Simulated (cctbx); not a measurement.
## Interatomic vectors of Eu2Sb

Space group Immm (no. 71), a = 4.4610 Å, b = 6.7720 Å, c = 13.9940 Å, α = 90.00°, β = 90.00°, γ = 90.00°, content Eu8 Sb4.

Simulated single-crystal data (cctbx): synchrotron X-rays, λ = 0.4959 Å, to d = 0.65 Å, 95 % of the full sphere, strongest reflection 70000 counts, noise from counting, a 3 % proportional error and a noise floor of 8 counts (s.d.); no absorption, some extinction.

Patterson synthesis, origin scaled to 1000:

```text
Patterson group I m m m
      u       v       w   height  length (A)
  0.000   0.000   0.000   1000.0     0.00
  0.000   0.500   0.000    628.3     3.39
  0.000   0.251   0.336    551.4     5.01
  0.000   0.500   0.321    295.0     5.62
  0.000   0.000   0.346    198.2     4.84
  0.172   0.453   0.325     -1.9     5.54
  0.145   0.000   0.500     -5.3     7.03
  0.247   0.000   0.087     -5.8     1.65
  0.000   0.056   0.500     -6.4     7.01
  0.161   0.500   0.171     -6.9     4.21
  0.000   0.439   0.500     -7.2     7.60
  0.000   0.000   0.118     -7.4     1.65
  0.147   0.500   0.479     -7.5     7.54
  0.164   0.000   0.150     -7.6     2.22
```

Q: Assign the vectors.

A peak at u stands for all pairs with xi − xj = u, with weight Σ ZiZj against Σ Z² = 42156 at the origin. Peak heights follow these weights only roughly, since form factors, motion and series ripples differ, all vectors within 0.55 Å of a peak are counted as merged into it though the farther ones add only part of their weight, and F(000) is left out, which lowers the whole map:

| u | v | w | shortest length (Å) | height | 1000 ΣZiZj/ΣZ² | pairs in the cell |
| --- | --- | --- | --- | --- | --- | --- |
| 0.000 | 0.500 | 0.000 | 3.39 | 628 | 986 | 8 × Eu–Sb, 4 × Eu–Eu |
| 0.000 | 0.251 | 0.336 | 3.62 | 551 | 681 | 4 × Eu–Eu, 4 × Eu–Sb |
| 0.000 | 0.500 | 0.321 | 3.35 | 295 | 305 | 4 × Eu–Sb |
| 0.000 | 0.000 | 0.346 | 4.59 | 198 | 188 | 2 × Eu–Eu |

The table stops at ten peaks or at a height of 45, below which ripples compete. In the model behind the data Eu, the heaviest element, has 2 independent sites: (0, 0.7536, 0) and (1/2, 0, 0.8263), up to an allowed shift of origin; the Eu–Eu vectors are differences of these positions and their symmetry mates. The whole model:

```
atom  mult.    x       y       z  Ueq (Å²)
 Eu1      4    0  0.7536       0    0.0224
 Eu2      4  1/2       0  0.8263    0.0189
 Sb1      4  1/2     1/2  0.8528    0.0189
```

The model was made for the exercise: a known structure type with other elements put in, its volume estimated, not relaxed; displacement parameters are assumed.

[Logs are printed without paths, hosts, clocks, repeated set-up lines and the standing remarks that a program may print on its own settings, such as how far it seeks lower states.]
